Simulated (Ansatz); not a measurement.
# Mg on Al(100): change of the work function, part 3 of 4

Aim: the work function of Al(100) at several coverages of Mg (hollow site), and the dipole that each adsorbate carries.

Ansatz 0.2.0; plane-wave DFT, PBE, Ansatz PAW.

So far, work function, upper face (eV): step 2 (the clean slab) 4.29; step 3 (37 atoms, coverage 0.111 ML, cell 3x3) 3.55.

**4. Adsorbate added, k-mesh 6×6×1, coverage 0.25 ML**

System of this step: Mg/Al(100). The cell holds 17 atoms: 16 Al and 1 Mg. Cell: a = 5.728 Å, b = 5.728 Å, c = 25.870 Å, α = 90.0°, β = 90.0°, γ = 90.0°. Vacuum lies along c.

Another coverage, to see how the dipoles act on each other as their distance changes.

Contents of input.yaml:

```yaml
crystal:
  lattice:
    - [5.7275649276, 0.0, 0.0]
    - [0.0, 5.7275649276, 0.0]
    - [0.0, 0.0, 25.8696549807]
  atoms:
    - { symbol: Al, position: [0.25, 0.25, 0.3478979525] }
    - { symbol: Al, position: [0.0, 0.0, 0.4261749918] }
    - { symbol: Al, position: [0.25, 0.25, 0.5038463908] }
    - { symbol: Al, position: [0.0, 0.0, 0.5831500329] }
    - { symbol: Al, position: [0.25, 0.75, 0.3478979525] }
    - { symbol: Al, position: [0.0, 0.5, 0.4261749918] }
    - { symbol: Al, position: [0.25, 0.75, 0.5038463908] }
    - { symbol: Al, position: [0.0, 0.5, 0.5831500329] }
    - { symbol: Al, position: [0.75, 0.25, 0.3478979525] }
    - { symbol: Al, position: [0.5, 0.0, 0.4261749918] }
    - { symbol: Al, position: [0.75, 0.25, 0.5038463908] }
    - { symbol: Al, position: [0.5, 0.0, 0.5831500329] }
    - { symbol: Al, position: [0.75, 0.75, 0.3478979525] }
    - { symbol: Al, position: [0.5, 0.5, 0.4261749918] }
    - { symbol: Al, position: [0.75, 0.75, 0.5038463908] }
    - { symbol: Al, position: [0.5, 0.5, 0.5831500329] }
    - { symbol: Mg, position: [0.25, 0.25, 0.6521020475] }
kpoints:
  mp_grid: { grid: [6, 6, 1] }
hamiltonian:
  xc: pbe
scf:
  occupations: { method: fermi_dirac, width: 0.1 }
  convergence: { dr2_threshold: 1.0e-08 }
efield:
  axis: 3
  dipole_correction: true
  ramp_position: 0.97
  ramp_width: 0.06
relax:
  f_tol: 0.02
  max_steps: 60
  constraints: [{ sites: [0, 1, 4, 5, 8, 9, 12, 13] }]
output:
  dos: { projected: true, e_range: [-8, 4] }
  write_potential: true
  write_density: true
  volumetric_format: npy
  elf: true
```

Started as:

```console
$ ansatz run input.yaml --threads 2 --pin off --max-ram 4096MiB --backend cpu --events-out ev --progress --plain --runs-dir out
```

What it wrote:

```text
[...]
Crystal: 17 atoms, lattice volume = 848.654 Å³
Basis set: ecut = 420 eV, 16683 PW (Γ), exchange–correlation on 80×80×360 points (8 copies of the dense FFT grid, shifted against one another)
Bands: 46, of which v1, the nominal top of the filled ones, is band 29 counted from 1 (28 counted from 0)
Symmetry: 8 space group operations
[...]
k-points: 10 of 36
[...]
SCF iter   1: F=—  HF=-10519.596706 eV  |F-HF|=—  |Δ(HF+E_count)|=         —  Δρ=1.52e-3  dr2=3.93e-1  ethr=1.77e-3  p=0.198 e·Å  D=4.23e-2 V/Å  ΔV_dip=-1.09 eV  dr2_dipole=8.79e-2  V_vac-E_F(+/−)=3.06/4.15 eV  ⟨swp⟩=17.6  Hψ=3306  notcnv=0
[...]
SCF iter   8: F=-10519.583459 eV  HF=-10519.583459 eV  |F-HF|=1.95e-9  |Δ(HF+E_count)|=   4.56e-8  Δρ=3.21e-7  dr2=4.20e-9  ethr=1.72e-11  p=0.217 e·Å  D=4.62e-2 V/Å  ΔV_dip=-1.19 eV  dr2_dipole=1.23e-9  V_vac-E_F(+/−)=3.08/4.28 eV  ⟨swp⟩=15.0  Hψ=3324  notcnv=0
SCF 1 converged in 8 iterations: F = -10519.583459 eV  dr2 = 4.20e-9
[...]
relax step   1: F+E_penalty+E_count = -10519.58345860 eV  Δ(F+E_penalty+E_count) = +0.000e0 eV  max|allowed force component| = 8.676e-1 eV/Å  Δτ_max = 0.0000 Å  (8 SCF iters, accepted)
[...]
SCF iter   9: F=-10519.715138 eV  HF=-10519.715138 eV  |F-HF|=1.00e-9  |Δ(HF+E_count)|=   1.13e-8  Δρ=2.04e-7  dr2=1.29e-9  ethr=1.72e-11  p=0.207 e·Å  D=4.42e-2 V/Å  ΔV_dip=-1.14 eV  dr2_dipole=4.02e-12  V_vac-E_F(+/−)=3.14/4.28 eV  ⟨swp⟩=12.6  Hψ=2975  notcnv=0
SCF 2 converged in 9 iterations: F = -10519.715138 eV  dr2 = 1.29e-9
relax step   2: F+E_penalty+E_count = -10519.71513843 eV  Δ(F+E_penalty+E_count) = -1.317e-1 eV  max|allowed force component| = 1.952e-1 eV/Å  Δτ_max = 0.0982 Å  (9 SCF iters, accepted)
SCF iter   1: F=—  HF=-10519.725960 eV  |F-HF|=—  |Δ(HF+E_count)|=         —  Δρ=4.92e-4  dr2=1.59e-2  ethr=2.68e-4  p=0.207 e·Å  D=4.42e-2 V/Å  ΔV_dip=-1.14 eV  dr2_dipole=1.11e-4  V_vac-E_F(+/−)=3.14/4.29 eV  ⟨swp⟩=3.0  Hψ=1099  notcnv=0  defer=7
[...]
SCF iter   8: F=-10519.724003 eV  HF=-10519.724003 eV  |F-HF|=1.63e-9  |Δ(HF+E_count)|=   3.00e-9  Δρ=2.31e-7  dr2=3.44e-9  ethr=1.72e-11  p=0.204 e·Å  D=4.35e-2 V/Å  ΔV_dip=-1.12 eV  dr2_dipole=5.39e-10  V_vac-E_F(+/−)=3.16/4.29 eV  ⟨swp⟩=12.4  Hψ=3021  notcnv=0
SCF 3 converged in 8 iterations: F = -10519.724003 eV  dr2 = 3.44e-9
relax step   3: F+E_penalty+E_count = -10519.72400317 eV  Δ(F+E_penalty+E_count) = -8.865e-3 eV  max|allowed force component| = 2.247e-2 eV/Å  Δτ_max = 0.0359 Å  (8 SCF iters, accepted)
SCF iter   1: F=—  HF=-10519.723871 eV  |F-HF|=—  |Δ(HF+E_count)|=         —  Δρ=1.12e-4  dr2=6.78e-4  ethr=1.89e-5  p=0.204 e·Å  D=4.35e-2 V/Å  ΔV_dip=-1.12 eV  dr2_dipole=4.20e-5  V_vac-E_F(+/−)=3.16/4.29 eV  ⟨swp⟩=2.1  Hψ=986  notcnv=0  defer=3
[...]
SCF iter   6: F=-10519.724245 eV  HF=-10519.724245 eV  |F-HF|=6.90e-9  |Δ(HF+E_count)|=   3.04e-8  Δρ=3.48e-7  dr2=2.78e-9  ethr=1.72e-11  p=0.202 e·Å  D=4.31e-2 V/Å  ΔV_dip=-1.12 eV  dr2_dipole=4.90e-10  V_vac-E_F(+/−)=3.17/4.29 eV  ⟨swp⟩=10.2  Hψ=3270  notcnv=0
SCF 4 converged in 6 iterations: F = -10519.724245 eV  dr2 = 2.78e-9
relax step   4: F+E_penalty+E_count = -10519.72424455 eV  Δ(F+E_penalty+E_count) = -2.414e-4 eV  max|allowed force component| = 1.758e-3 eV/Å  Δτ_max = 0.0141 Å  (6 SCF iters, accepted)
[...]
SCF converged after 6 iterations
Free energy (F): -10519.724245 eV
[...]
Internal energy: -10519.462677 eV  (E = F + TS)
E sigma→0 (E₀):  -10519.593461 eV
Entropy (-TS):   -0.261568 eV (-15.386 meV/atom)
Fermi energy:    0.195939 eV
Dipole field:    D = 0.043144 V/Å  (p = 0.202345 e·Å, saw-weighted, corrected)
Work function:   Φ+ = 3.1695 eV   Φ− = 4.2857 eV
[...]
--- Forces (eV/Å), atoms counted from 1 ---
  atom   1  Al     0.00000000     0.00000000    -0.03011437
  atom   2  Al     0.01490924     0.01490924     0.08152554
  atom   3  Al    -0.00000000     0.00000000     0.00175788
  atom   4  Al    -0.00036458    -0.00036458    -0.00005069
  atom   5  Al    -0.00000000     0.00000000    -0.08143476
  atom   6  Al     0.01490924    -0.01490924     0.08152554
  atom   7  Al    -0.00000000     0.00000000     0.00011071
  atom   8  Al    -0.00036458     0.00036458    -0.00005069
  atom   9  Al     0.00000000     0.00000000    -0.08143476
  atom  10  Al    -0.01490924     0.01490924     0.08152554
  atom  11  Al     0.00000000     0.00000000     0.00011071
  atom  12  Al     0.00036458    -0.00036458    -0.00005069
  atom  13  Al     0.00000000     0.00000000    -0.13462137
  atom  14  Al    -0.01490924    -0.01490924     0.08152554
  atom  15  Al    -0.00000000     0.00000000    -0.00013237
  atom  16  Al     0.00036458     0.00036458    -0.00005069
  atom  17  Mg     0.00000000     0.00000000    -0.00013740
  max |Σ_I F_I| component: 3.65e-6 eV/Å
--- Band table (eV; the first three rows and the last of 10) ---
  k-point 0: bands = [... 25 lower, -0.9690, -0.9674, -0.3421, -0.2042, -0.2042, 0.1608, 0.2590, 0.3970, ... 13 higher]
  k-point 1: bands = [... 25 lower, -0.9547, -0.1645, -0.0690, 0.0656, 0.0699, 0.1467, 0.1929, 0.3203, ... 13 higher]
  k-point 2: bands = [... 25 lower, -0.8841, -0.8267, -0.3553, 0.2695, 0.3227, 0.6525, 0.6850, 1.4820, ... 13 higher]
  k-point 9: bands = [... 25 lower, -0.0725, -0.0725, 0.1302, 0.9671, 0.9774, 0.9774, 1.1041, 1.1467, ... 13 higher]
--- Relaxed structure (4 steps of the walk, 4 accepted, 0 SCFs on fresh bases) ---
  F+E_penalty+E_count = -10519.72424455 eV   max|allowed force component| = 1.758e-3 eV/Å
  atoms:
    - { symbol: Al, position: [0.25, 0.25, 0.3478979525] }
    - { symbol: Al, position: [0.0, 0.0, 0.4261749918] }
    - { symbol: Al, position: [0.25, 0.25, 0.505731] }
    - { symbol: Al, position: [-0.00793526, -0.00793526, 0.581952] }
    - { symbol: Al, position: [0.25, 0.75, 0.3478979525] }
    - { symbol: Al, position: [0.0, 0.5, 0.4261749918] }
    - { symbol: Al, position: [0.25, 0.75, 0.503727] }
    - { symbol: Al, position: [-0.00793526, 0.507935, 0.581952] }
    - { symbol: Al, position: [0.75, 0.25, 0.3478979525] }
    - { symbol: Al, position: [0.5, 0.0, 0.4261749918] }
    - { symbol: Al, position: [0.75, 0.25, 0.503727] }
    - { symbol: Al, position: [0.507935, -0.00793526, 0.581952] }
    - { symbol: Al, position: [0.75, 0.75, 0.3478979525] }
    - { symbol: Al, position: [0.5, 0.5, 0.4261749918] }
    - { symbol: Al, position: [0.75, 0.75, 0.501889] }
    - { symbol: Al, position: [0.507935, 0.507935, 0.581952] }
    - { symbol: Mg, position: [0.25, 0.25, 0.656752] }
```

The job ended after 71 s (2 threads of Arm Neoverse V1, shared host; peak memory 1 GiB; 2.3 min of CPU time).

Step by step:

```
step  energy less that of the first step (eV)  largest force component (eV/Å)
   1                                   0.0000                          0.8676
   2                                  -0.1317                          0.1952
   3                                  -0.1405                          0.0225
   4                                  -0.1408                          0.0018
```

The run keeps the 8 symmetry operations that the program found, so distortions that break them were not tested.

The atoms that moved most (Å):

```
atom      dx      dy      dz  length
Mg17   0.000   0.000   0.120   0.120
 Al4  -0.045  -0.045  -0.031   0.071
Al12   0.045  -0.045  -0.031   0.071
 Al8  -0.045   0.045  -0.031   0.071
Al16   0.045   0.045  -0.031   0.071
Al15   0.000   0.000  -0.051   0.051
 Al3   0.000   0.000   0.049   0.049
```

The relaxed structure:

```
Al Mg
1.0
     5.72756    0.00000    0.00000
     0.00000    5.72756    0.00000
     0.00000    0.00000   25.86965
Al Mg
16 1
Direct
  0.25000 0.25000 0.34790
  0.00000 0.00000 0.42617
  0.25000 0.25000 0.50573
  0.99206 0.99206 0.58195
  0.25000 0.75000 0.34790
  0.00000 0.50000 0.42617
  0.25000 0.75000 0.50373
  0.99206 0.50794 0.58195
  0.75000 0.25000 0.34790
  0.50000 0.00000 0.42617
  0.75000 0.25000 0.50373
  0.50794 0.99206 0.58195
  0.75000 0.75000 0.34790
  0.50000 0.50000 0.42617
  0.75000 0.75000 0.50189
  0.50794 0.50794 0.58195
  0.25000 0.25000 0.65675
```

This step gave:

```
energy at zero smearing        : -10519.5935 eV
work function, upper face      : 3.170 eV
work function, lower face      : 4.286 eV
dipole along the normal        : 0.2023 e·Å
step between the vacuum levels : -1.116 eV
```

The density of states has structure finer than the step of the table below, so its rows give means over 0.5 eV. Peaks (eV: height): -6.08: 12.9, -2.32: 11.9, -1.14: 13.9, 0.45: 13.5, 0.51: 14.7, 0.75: 12.0, 1.26: 12.6.

Density of states against energy, zero at the Fermi level; means over each step:

| energy (eV) | density of states (states/eV a cell) |
| --- | --- |
| -7.5 | 3.19 |
| -7.0 | 3.62 |
| -6.5 | 4.09 |
| -6.0 | 5.56 |
| -5.5 | 3.37 |
| -5.0 | 4.44 |
| -4.5 | 6.17 |
| -4.0 | 6.05 |
| -3.5 | 3.85 |
| -3.0 | 8.27 |
| -2.5 | 6.89 |
| -2.0 | 6.39 |
| -1.5 | 6.50 |
| -1.0 | 7.83 |
| -0.5 | 8.13 |
| 0.0 | 7.00 |
| 0.5 | 9.75 |
| 1.0 | 7.74 |
| 1.5 | 8.10 |

Projected DOS per atom over height of the atomic layer and energy from the Fermi level. Layers: Al4 Al4 Al4 Al4 Mg from below.

Values in states/eV, 22 rows by 5 columns, each cell a mean:
```
0.329 0.290 0.332 0.306 0.065
0.457 0.506 0.527 0.457 0.064
0.546 0.341 0.333 0.572 0.436
0.628 0.374 0.401 0.637 0.786
0.419 0.287 0.321 0.434 0.450
0.506 0.448 0.434 0.514 0.365
0.531 0.402 0.393 0.577 0.109
0.520 0.297 0.276 0.510 0.200
0.470 0.281 0.293 0.460 0.210
0.483 0.387 0.401 0.507 0.229
0.387 0.408 0.420 0.433 0.091
0.399 0.359 0.340 0.470 0.079
0.271 0.224 0.224 0.309 0.088
0.354 0.333 0.348 0.412 0.129
0.363 0.392 0.377 0.418 0.082
0.252 0.252 0.246 0.287 0.038
0.185 0.220 0.220 0.206 0.032
0.254 0.369 0.362 0.285 0.023
0.236 0.298 0.287 0.265 0.036
0.185 0.268 0.260 0.208 0.028
0.181 0.272 0.267 0.204 0.020
0.142 0.194 0.193 0.157 0.011
```
Columns: height of the atomic layer (Å) from 9 to 17.0; rows upwards: energy from the Fermi level (eV) from -7.96 to 1.95.

Electrostatic potential energy in the ca plane at fractional y = 0.250, with atoms of Al and Mg within 0.2 Å of it. With pseudopotentials it is smooth inside the atoms' cores, unlike the true potential.

Values in eV, 8 rows by 16 columns, each cell a mean:
```
 -4  -7   0   0  -4  -7   0   1   3   3   3   4   4   4   4   4
-12 -13  -1   1 -12 -13  -2   3   4   4   4   4   4   4   4   4
-12 -14  -1   1 -11 -14  -1   2   4   4   4   4   4   4   4   4
 -1  -3   0   0  -1  -3   1   1   3   2   3   3   4   4   4   4
 -4  -7   0   0  -3  -8   0   1  -3  -6   1   3   4   4   4   4
-13 -13  -1   2 -11 -12  -3   2 -13 -18  -2   3   4   4   4   4
-12 -14  -1   1 -10 -14  -2   1 -11 -16  -2   3   4   4   4   4
 -1  -3   0   0  -1  -4   1   0   0  -2   2   3   4   4   4   4
```
Columns run along c (16.0 Å, from fractional 0.31 to 0.93 of the cell; values clipped at the 3rd and 97th percentile), rows up along a (5.7 Å). Atoms in or near the plane, at fractional coordinates: Al at (0.35, 0.25), Al at (0.51, 0.25), Al at (0.35, 0.75), Al at (0.50, 0.75), Mg at (0.66, 0.25).

ELF in the ca plane at fractional y = 0.250, with atoms of Al and Mg within 0.2 Å of it. It is the smooth field of the valence electrons, not physical close to the nuclei.

Ten even steps from '0' (0.00) to '9' (0.88), each cell a mean:
```
78887666666667776666666655444432100000000000
88656665555665456654444332211100000000000000
85112553334641015543222110000000000000000000
83340443224521204532211100000000000000000000
85112554334641015543222110000000000000000000
88656665555665456654444332211100000000000000
78887666666667776666666655444432100000000000
78887667766666766666777654467765421000000000
89877666555676667655566311137887642100000000
97324654444663136643342133204999753200000000
84221443224530103542220243412899864210000000
84221443224531103542220243412899864210000000
97324654444663136643342133204999753200000000
89877666555676667655666310137887642100000000
78887667766666766666777654567765421000000000
```
Columns run along c (16.0 Å, from fractional 0.31 to 0.93 of the cell), rows up along a (5.7 Å). Atoms in or near the plane, at fractional coordinates: Al at (0.35, 0.25), Al at (0.51, 0.25), Al at (0.35, 0.75), Al at (0.50, 0.75), Mg at (0.66, 0.25).

Valence density in the ca plane at fractional y = 0.250, with atoms of Al and Mg within 0.2 Å of it. It is the smooth field of the valence electrons, not physical close to the nuclei.

Ten steps, logarithmic in the rise over the least value, from '0' (0 e/Å³) to '9' (18 e/Å³), each cell a mean:
```
01111111111111111111111000000000000000000000
11111111111111111111100000000000000000000000
11001111111111011111000000000000000000000000
11000111111110001110000000000000000000000000
11001111111111011111000000000000000000000000
11111111111111111111100000000000000000000000
01111111111111111111111000000000000000000000
01111111111111111111111100000000000000000000
11111111111111111111111111000000000000000000
11111111111111111111111256300000000000000000
11001111111110001111011499710000000000000000
11001111111110001111011499710000000000000000
11111111111111111111111255300000000000000000
11111111111111111111111111000000000000000000
01111111111111111111111100000000000000000000
```
Columns run along c (16.0 Å, from fractional 0.31 to 0.93 of the cell), rows up along a (5.7 Å). Atoms in or near the plane, at fractional coordinates: Al at (0.35, 0.25), Al at (0.51, 0.25), Al at (0.35, 0.75), Al at (0.50, 0.75), Mg at (0.66, 0.25).

The relaxation took 4 steps and lowered the energy by 0.14 eV; the largest force on the free atoms ends at 0.0018 eV/Å.

By hand: a sheet of dipoles makes a step −p/(ε₀A) in the electron's potential. With e/ε₀ = 180.95 V·Å, p = 0.2023 e·Å and A = 32.80 Å², that is −180.95 × (0.2023) / 32.80 = -1.116 eV, and the two vacuum levels of the run differ by -1.116 eV.

The covered face has 3.17 eV, -1.12 eV against the clean one; the bare back face has moved by -0.02 eV, a measure of how thin the slab is.

**5. The covered slab, k-mesh 6×6×1, coverage 0.5 ML**

System of this step: Mg/Al(100). The cell holds 18 atoms: 16 Al and 2 Mg. Cell: a = 5.728 Å, b = 5.728 Å, c = 25.870 Å, α = 90.0°, β = 90.0°, γ = 90.0°. Vacuum lies along c.

Another coverage, to see how the dipoles act on each other as their distance changes.

Edit input.yaml of step 4 so:

```diff
@@ -23,2 +23,3 @@
     - { symbol: Mg, position: [0.25, 0.25, 0.6521020475] }
+    - { symbol: Mg, position: [0.75, 0.75, 0.6521020475] }
 kpoints:
```

What it wrote:

```text
[...]
Crystal: 18 atoms, lattice volume = 848.654 Å³
Basis set: ecut = 420 eV, 16683 PW (Γ), exchange–correlation on 80×80×360 points (8 copies of the dense FFT grid, shifted against one another)
Bands: 52, of which v1, the nominal top of the filled ones, is band 34 counted from 1 (33 counted from 0)
Symmetry: 16 space group operations
[...]
- { symbol: Al, position: [0.25, 0.75, 0.504019] }
    - { symbol: Al, position: [0, 0.5, 0.582245] }
[...]
- { symbol: Al, position: [0.75, 0.75, 0.3478979525] }
    - { symbol: Al, position: [0.5, 0.5, 0.4261749918] }
    - { symbol: Al, position: [0.75, 0.75, 0.503804] }
    - { symbol: Al, position: [0.5, 0.5, 0.582245] }
    - { symbol: Mg, position: [0.25, 0.25, 0.664458] }
    - { symbol: Mg, position: [0.75, 0.75, 0.664458] }
[key lines of the parts left out:]
SCF converged after 7 iterations
Free energy (F): -12443.538160 eV
Fermi energy:    0.324954 eV
Dipole field:    D = 0.026994 V/Å  (p = 0.126600 e·Å, saw-weighted, corrected)
Work function:   Φ+ = 3.6079 eV   Φ− = 4.3062 eV
```

Run time: 81 s. Hardware: 2 threads; peak memory 1.1 GiB; 2.6 min of CPU time.

Relaxation path:

```csv
step,energy less that of the first step (eV),largest force component (eV/Å)
1,0.0000,1.2554
2,-0.3621,0.2638
3,-0.3881,0.0538
4,-0.3893,0.0024
```

Forces are held to the 16 operations that the program found; a distortion that breaks them can't arise in this run.

The atoms that moved most (Å):

```csv
atom,dx,dy,dz,length
Mg18,0.000,0.000,0.320,0.320
Mg17,0.000,0.000,0.320,0.320
Al4,0.000,0.000,-0.023,0.023
Al8,0.000,0.000,-0.023,0.023
Al16,0.000,0.000,-0.023,0.023
Al12,0.000,0.000,-0.023,0.023
```

The relaxed structure:

```cif
data_structure
_symmetry_space_group_name_H-M 'P 1'
_symmetry_Int_Tables_number 1
_cell_length_a 5.7276
_cell_length_b 5.7276
_cell_length_c 25.8697
_cell_angle_alpha 90.000
_cell_angle_beta 90.000
_cell_angle_gamma 90.000
_cell_volume 848.65
loop_
_atom_site_label
_atom_site_type_symbol
_atom_site_fract_x
_atom_site_fract_y
_atom_site_fract_z
_atom_site_occupancy
Al1 Al 0.25000 0.25000 0.34790 1
Al2 Al 0.00000 0.00000 0.42617 1
Al3 Al 0.25000 0.25000 0.50380 1
Al4 Al 0.00000 0.00000 0.58225 1
Al5 Al 0.25000 0.75000 0.34790 1
Al6 Al 0.00000 0.50000 0.42617 1
Al7 Al 0.25000 0.75000 0.50402 1
Al8 Al 0.00000 0.50000 0.58225 1
Al9 Al 0.75000 0.25000 0.34790 1
Al10 Al 0.50000 0.00000 0.42617 1
Al11 Al 0.75000 0.25000 0.50402 1
Al12 Al 0.50000 0.00000 0.58225 1
Al13 Al 0.75000 0.75000 0.34790 1
Al14 Al 0.50000 0.50000 0.42617 1
Al15 Al 0.75000 0.75000 0.50380 1
Al16 Al 0.50000 0.50000 0.58225 1
Mg17 Mg 0.25000 0.25000 0.66446 1
Mg18 Mg 0.75000 0.75000 0.66446 1
```

The relaxation took 4 steps and lowered the energy by 0.39 eV; the largest force on the free atoms ends at 0.0024 eV/Å.

The covered face has 3.61 eV, -0.68 eV against the clean one; the bare back face has moved by +0.00 eV, a measure of how thin the slab is.

[end of part 3 of 4]

[Long decimals in the printed logs are rounded to 6 places.]

[Logs are printed without paths, hosts, clocks, repeated set-up lines and the standing remarks that a program may print on its own settings, such as how far it seeks lower states.]

[Hosts, paths, dates, database ids (printed as entryN), source tags and the programs' standing remarks are cut or masked in the printed files.]

[Maps of the electrostatic potential energy from Ansatz leave out the sawtooth potential of an applied field or a dipole correction, so their vacuum need not be flat; planar profiles and work functions include it.]

[The density of states shown here was stored with 400 of the rows of the run's finer table, so its peaks can read low, often by over a quarter, or be missed, and its means over a window can be off by a tenth or more.]
